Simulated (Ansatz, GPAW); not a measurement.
**Optical response of Zn3RhN (model structure)**

Aim: the dielectric function of Zn3RhN (model structure), and the optical constants that follow from it. The structure is a model built here, which may or may not match a known phase. It was built so: All Ir replaced by Rh and Mn replaced by Zn in the Pm-3m structure of Mn3IrN. The cell is first relaxed with Ansatz.

Method: DFT, PBE, plane-wave PAW (GPAW data sets), scalar-relativistic, RPA, optical limit, in GPAW 26.7.0.

Report form: the programs' logs are mostly left out.

## Step 1: The structure

Symmetry: Pm-3m, No. 221, cubic system. Conventional cell: a = 3.633 Å, b = 3.633 Å, c = 3.633 Å, α = 90.00°, β = 90.00°, γ = 90.00°. Nearest to Rh lie 12 Zn at 2.57 Å. Nearest to Zn lie 2 N at 1.82 Å. Nearest to N lie 6 Zn at 1.82 Å. All Ir replaced by Rh and Mn replaced by Zn in the Pm-3m structure of Mn3IrN. Farther neighbours and most contacts between anions are not listed.

As a file:

```
Rh Zn N
1.0
     3.63306    0.00000    0.00000
     0.00000    3.63306    0.00000
     0.00000    0.00000    3.63306
Rh Zn N
1 3 1
Direct
  0.00000 0.00000 0.00000
  0.50000 0.50000 0.00000
  0.50000 0.00000 0.50000
  0.00000 0.50000 0.50000
  0.50000 0.50000 0.50000
```

## Step 2: Relaxation

Spectra hang on bond lengths, so the cell is first brought to its minimum.

This step: DFT, PBE, plane-wave PAW, default files, scalar-relativistic, relaxation (Ansatz 0.2.0).

The input, input.yaml:

```yaml
crystal:
  lattice:
    - [3.63305564, 0.0, 0.0]
    - [0.0, 3.63305564, 0.0]
    - [0.0, 0.0, 3.63305564]
  atoms:
    - { symbol: Rh, position: [0.0, 0.0, 0.0] }
    - { symbol: Zn, position: [0.5, 0.5, 0.0] }
    - { symbol: Zn, position: [0.5, 0.0, 0.5] }
    - { symbol: Zn, position: [0.0, 0.5, 0.5] }
    - { symbol: "N", position: [0.5, 0.5, 0.5] }
kpoints:
  mp_grid: { grid: [6, 6, 6] }
scf:
  occupations: { method: fermi_dirac, width: 0.05 }
hamiltonian:
  xc: pbe
output:
  forces: true
  stress: true
relax:
  f_tol: 0.02
  max_steps: 50
  cell: {}
```

The run is started by

```bash
ansatz run input.yaml --threads 1 --pin off --max-ram 4096MiB --backend cpu --events-out ev --progress --plain --runs-dir out
```

Wall time 20 s (1 thread of Arm Neoverse V2, shared host); peak memory 0.36 GiB.

Relaxation path:

| step | energy less that of the first step (eV) | largest force component (eV/Å) | pressure (GPa) | volume (Å³) |
| --- | --- | --- | --- | --- |
| 1 | 0.0000 | 0.0000 | 90.64 | 47.95 |
| 2 | -2.7586 | 0.0000 | 36.30 | 55.31 |
| 3 | -3.6243 | 0.0000 | 10.61 | 61.61 |
| 4 | -3.7339 | 0.0000 | 1.92 | 64.65 |
| 5 | -3.7367 | 0.0000 | -0.09 | 65.44 |
| 6 | -3.7368 | 0.0000 | 0.00 | 65.41 |
| 7* | -3.8695 | 0.0000 | 2.69 | 65.41 |
| 8 | -3.8781 | 0.0000 | 0.53 | 66.49 |
| 9 | -3.8780 | 0.0000 | 0.02 | 66.76 |
| 10* | -3.8809 | 0.0000 | 0.01 | 66.76 |

Relaxation steps marked * repeat the geometry before them on a plane-wave basis chosen anew for their cell, so energy and pressure can jump there.

The run keeps the 48 symmetry operations that it works with, so distortions that break them were not tested.

| conventional cell, symmetrised | before | after | change |
| --- | --- | --- | --- |
| a (Å) | 3.633 | 4.057 | +11.7 % |
| b (Å) | 3.633 | 4.057 | +11.7 % |
| c (Å) | 3.633 | 4.057 | +11.7 % |
| volume (Å³/atom) | 9.59 | 13.35 | +39.2 % |

The relaxed structure:

```
Rh Zn N
1.0
     4.05667    0.00000    0.00000
     0.00000    4.05667    0.00000
     0.00000    0.00000    4.05667
Rh Zn N
1 3 1
Direct
  0.00000 0.00000 0.00000
  0.50000 0.50000 0.00000
  0.50000 0.00000 0.50000
  0.00000 0.50000 0.50000
  0.50000 0.50000 0.50000
```

The relaxation ends with a pressure of 0.01 GPa.

## Step 3: Ground state

First the ground state: is it a metal or has it a gap?

This step: DFT, PBE, plane-wave PAW (GPAW data sets), scalar-relativistic, ground state (GPAW 26.7.0).

The input, gs.py:

```python
from ase import Atoms
from ase.dft.bandgap import bandgap
from gpaw import GPAW, PW, FermiDirac

atoms = Atoms(['Rh', 'Zn', 'Zn', 'Zn', 'N'],
              cell=[[4.05667212, 0.00000000, 0.00000000],
                    [0.00000000, 4.05667212, 0.00000000],
                    [0.00000000, 0.00000000, 4.05667212]],
              scaled_positions=[[1.00000000, 0.00000000, 0.00000000],
                                [0.50000000, 0.50000000, 1.00000000],
                                [0.50000000, 1.00000000, 0.50000000],
                                [0.00000000, 0.50000000, 0.50000000],
                                [0.50000000, 0.50000000, 0.50000000]],
              pbc=[True, True, True])
atoms.calc = GPAW(mode=PW(400), xc='PBE', kpts={'size': (6, 6, 6), 'gamma': True},
                  occupations=FermiDirac(0.05), maxiter=150, txt='gs.txt')
print('energy (eV)', atoms.get_potential_energy())
print('Fermi level (eV)', atoms.calc.get_fermi_level())
print('valence electrons', atoms.calc.get_number_of_electrons())
print('gap (eV)', bandgap(atoms.calc, output=None)[0])
print('direct gap (eV)', bandgap(atoms.calc, direct=True, output=None)[0])
atoms.calc.write('gs.gpw')
```

The run is started by

```bash
OMP_NUM_THREADS=1 python gs.py
```

Run time: 16 s. Hardware: 1 thread; peak memory 0.16 GiB.

Numbers from this step:

| Item | Value |
| --- | --- |
| energy | -15.98 eV |
| Fermi energy | 7.486 eV |
| electrons | 56 |

There are states at the Fermi level within the smearing, so the occupations stay smeared and the carriers get a Drude term.

## Step 4: Bands for the response

At the fixed density, many empty bands are solved on the mesh of the response, since the spectrum sums over them.

This step: DFT, PBE, plane-wave PAW (GPAW data sets), scalar-relativistic, bands at fixed density (GPAW 26.7.0).

The input, nscf.py:

```python
from ase.dft.bandgap import bandgap
from gpaw import GPAW, FermiDirac

calc = GPAW('gs.gpw').fixed_density(kpts={'size': (8, 8, 8), 'gamma': True}, nbands=58, convergence={'bands': 52},
                                    occupations=FermiDirac(0.05), txt='nscf.txt')
print('gap (eV)', bandgap(calc, output=None)[0])
print('direct gap (eV)', bandgap(calc, direct=True, output=None)[0])
print('top band over the Fermi level (eV)', min(calc.get_eigenvalues(kpt=k)[51] for k in range(len(calc.get_ibz_k_points()))) - calc.get_fermi_level())
calc.write('full.gpw', mode='all')
```

The run is started by

```bash
OMP_NUM_THREADS=1 python nscf.py
```

Run time: 53 s. Hardware: 1 thread; peak memory 0.21 GiB.

## Step 5: Dielectric function, RPA

Transitions between filled and empty bands, summed over the zone, give the optical response, so mesh, band count and broadening shape it.

The induced potential is part of this response.

This step: DFT, PBE, plane-wave PAW (GPAW data sets), scalar-relativistic, RPA, optical limit (GPAW 26.7.0).

The input, df.py:

```python
from gpaw.response.df import DielectricFunction

df = DielectricFunction('full.gpw', frequencies={'type': 'nonlinear', 'domega0': 0.03, 'omega2': 8},
                        ecut=80,
                        eta=0.15,
                        nbands=52,
                        rate=0.1,
                        txt='df.txt')
for direction in ['x']:
    df.get_dielectric_function(xc='RPA', direction=direction, filename=f'df_{direction}.csv')
```

The run is started by

```bash
OMP_NUM_THREADS=1 python df.py
```

Run time: 11 s. Hardware: 1 thread; peak memory 0.49 GiB.

Sum at mesh points, not converged in k. Table of Im ε, E ∥ x by photon energy; read off at these points:

| photon energy (eV) | Im ε, E ∥ x |
| --- | --- |
| 0.5 | 64.3 |
| 1.0 | 51.2 |
| 1.5 | 25.4 |
| 2.0 | 17.8 |
| 2.5 | 14.4 |
| 3.0 | 7.44 |
| 3.5 | 6.09 |
| 4.0 | 6.13 |
| 4.5 | 7.66 |
| 5.0 | 7.90 |
| 5.5 | 6.98 |
| 6.0 | 4.82 |
| 6.5 | 3.73 |
| 7.0 | 4.82 |
| 7.5 | 4.88 |
| 8.0 | 3.89 |
| 8.5 | 4.01 |
| 9.0 | 2.90 |
| 9.5 | 2.42 |
| 10.0 | 2.12 |
| 10.5 | 2.36 |
| 11.0 | 1.63 |
| 11.5 | 1.48 |
| 12.0 | 1.22 |
| 12.5 | 1.40 |
| 13.0 | 1.27 |
| 13.5 | 1.35 |
| 14.0 | 1.42 |
| 14.5 | 1.27 |

Values under 1 per cm are given as 1; sum at mesh points, not converged in k. The absorption coefficient, E ∥ x by photon energy:

| photon energy (eV) | absorption coefficient, E ∥ x (1/cm) |
| --- | --- |
| 0.492 | 3.6e5 |
| 1.010 | 5.2e5 |
| 1.486 | 6.5e5 |
| 1.985 | 7.4e5 |
| 2.508 | 8.5e5 |
| 3.018 | 7.9e5 |
| 3.510 | 7.3e5 |
| 3.980 | 6.8e5 |
| 4.516 | 8.4e5 |
| 4.981 | 1.1e6 |
| 5.515 | 1.1e6 |
| 6.021 | 1.2e6 |
| 6.494 | 1.0e6 |
| 6.985 | 1.1e6 |
| 7.496 | 1.3e6 |
| 8.026 | 1.4e6 |
| 8.516 | 1.5e6 |
| 9.023 | 1.5e6 |
| 9.483 | 1.4e6 |
| 10.026 | 1.3e6 |
| 10.519 | 1.5e6 |
| 11.029 | 1.4e6 |
| 11.479 | 1.3e6 |
| 12.023 | 1.2e6 |
| 12.504 | 1.2e6 |
| 13.000 | 1.2e6 |
| 13.512 | 1.3e6 |
| 14.040 | 1.3e6 |
| 14.493 | 1.4e6 |

Sum at mesh points, not converged in k. Im ε, E ∥ x against photon energy; read off at these points:

| photon energy (eV) | without local fields | with local fields |
| --- | --- | --- |
| 0.5 | 66.8 | 64.3 |
| 1.0 | 54.5 | 51.2 |
| 1.5 | 25.9 | 25.4 |
| 2.0 | 17.2 | 17.8 |
| 2.5 | 14.1 | 14.4 |
| 3.0 | 7.49 | 7.44 |
| 3.5 | 6.32 | 6.09 |
| 4.0 | 6.41 | 6.13 |
| 4.5 | 7.80 | 7.66 |
| 5.0 | 8.05 | 7.90 |
| 5.5 | 7.33 | 6.98 |
| 6.0 | 4.87 | 4.82 |
| 6.5 | 3.84 | 3.73 |
| 7.0 | 5.07 | 4.82 |
| 7.5 | 4.97 | 4.88 |
| 8.0 | 3.81 | 3.89 |
| 8.5 | 3.96 | 4.01 |
| 9.0 | 2.90 | 2.90 |
| 9.5 | 2.41 | 2.42 |
| 10.0 | 2.15 | 2.12 |
| 10.5 | 2.38 | 2.36 |
| 11.0 | 1.67 | 1.63 |
| 11.5 | 1.49 | 1.48 |
| 12.0 | 1.28 | 1.22 |
| 12.5 | 1.50 | 1.40 |
| 13.0 | 1.37 | 1.27 |
| 13.5 | 1.39 | 1.35 |
| 14.0 | 1.45 | 1.42 |
| 14.5 | 1.30 | 1.27 |

Sum at mesh points, not converged in k. The loss function −Im 1/ε at q → 0, E ∥ x by energy loss; read off at these points:

| energy loss (eV) | loss function −Im 1/ε at q → 0, E ∥ x |
| --- | --- |
| 0.50 | 0.0127 |
| 1.00 | 0.0195 |
| 1.50 | 0.0347 |
| 2.00 | 0.0478 |
| 2.50 | 0.0571 |
| 3.00 | 0.0936 |
| 3.50 | 0.148 |
| 4.00 | 0.162 |
| 4.50 | 0.128 |
| 5.00 | 0.124 |
| 5.50 | 0.139 |
| 6.00 | 0.175 |
| 6.50 | 0.246 |
| 6.66 | 0.276 |
| 7.00 | 0.207 |
| 7.50 | 0.200 |
| 8.00 | 0.216 |
| 8.50 | 0.215 |
| 9.00 | 0.250 |
| 9.50 | 0.289 |
| 10.00 | 0.395 |
| 10.50 | 0.333 |
| 11.00 | 0.420 |
| 11.50 | 0.513 |
| 12.00 | 0.690 |
| 12.18 | 0.726 |
| 12.50 | 0.692 |
| 13.00 | 0.747 |
| 13.50 | 0.692 |
| 14.00 | 0.677 |
| 14.50 | 0.659 |

The reflectivity at normal incidence, E ∥ x has structure finer than the step of the table below, so its rows give means over 0.5 eV, whole bins alone (the curve runs from 0.305 to 15.0 eV). Peaks (eV: height): 5.77: 45.3, 8.70: 42.4, 10.66: 41.0, 14.77: 33.9.

Sum at mesh points, not converged in k. Table of reflectivity at normal incidence, E ∥ x by photon energy; means over each step:

| photon energy (eV) | reflectivity at normal incidence, E ∥ x (%) |
| --- | --- |
| 1.0 | 67.1 |
| 1.5 | 65.3 |
| 2.0 | 61.1 |
| 2.5 | 59.4 |
| 3.0 | 54.4 |
| 3.5 | 41.7 |
| 4.0 | 32.7 |
| 4.5 | 34.8 |
| 5.0 | 40.6 |
| 5.5 | 41.7 |
| 6.0 | 42.6 |
| 6.5 | 34.0 |
| 7.0 | 30.7 |
| 7.5 | 35.0 |
| 8.0 | 38.5 |
| 8.5 | 38.8 |
| 9.0 | 41.7 |
| 9.5 | 40.3 |
| 10.0 | 33.8 |
| 10.5 | 37.0 |
| 11.0 | 38.7 |
| 11.5 | 34.7 |
| 12.0 | 29.6 |
| 12.5 | 24.1 |
| 13.0 | 24.1 |
| 13.5 | 24.1 |
| 14.0 | 24.2 |
| 14.5 | 30.4 |

At chosen wavelengths:

| wavelength (nm) | n | k | R (%) | 1/α |
| --- | --- | --- | --- | --- |
| 1550 | 5.12 | 4.476 | 64.4 | 28 nm |
| 1064 | 4.32 | 5.211 | 68.8 | 16 nm |
| 532 | 2.30 | 3.352 | 58.4 | 13 nm |
| 450 | 1.68 | 3.119 | 60.3 | 11 nm |
| 405 | 1.40 | 2.495 | 53.2 | 13 nm |
| 248 | 1.86 | 2.123 | 41.4 | 9.3 nm |
| 193 | 1.19 | 1.649 | 36.7 | 9.3 nm |

A polished face would reflect 59 % of daylight and look light grey (CIE x = 0.315, y = 0.327 under D65).

## Step 6: Summary of results

What this shows: At this level (PBE, RPA) Zn3RhN is a metal. The mesh is too coarse to trust the carriers' weight, the reflectivity or the colour to better than tens of per cent. The cell grew by 39.2 % in volume. A polished face would reflect 59 % of daylight and look light grey (CIE x = 0.315, y = 0.327 under D65). The carriers' damping of 0.1 eV is typed, not computed; it shapes the response at the lowest energies. The cell grew by 39 % in the relaxation, which can come from the guessed start or, where layers or molecules are weakly bound, from the missing dispersion term; a larger cell lowers ε. In this version of GPAW the matrix elements of the optical limit are incomplete, which can lower ε − 1 by up to a tenth where first-row anions or d states rule, and shift it by more in d metals. GPAW's carrier term has the form −ωp²/(ω + i·rate)², which damps like twice the rate and fails at low energy, so the curves leave the lowest energies out. The sum runs over mesh points 0.19 Å⁻¹ apart with no interpolation, so peaks are partly noise of the mesh, and the Drude plasma energy, a sum over the Fermi surface, isn't converged.

[Machine, clock and banner lines and Python warnings are left out of the logs.]

[Logs are printed without paths, hosts, clocks, repeated set-up lines and the standing remarks that a program may print on its own settings, such as how far it seeks lower states.]

[Hosts, paths, dates, database ids (printed as entryN), source tags and the programs' standing remarks are cut or masked in the printed files.]
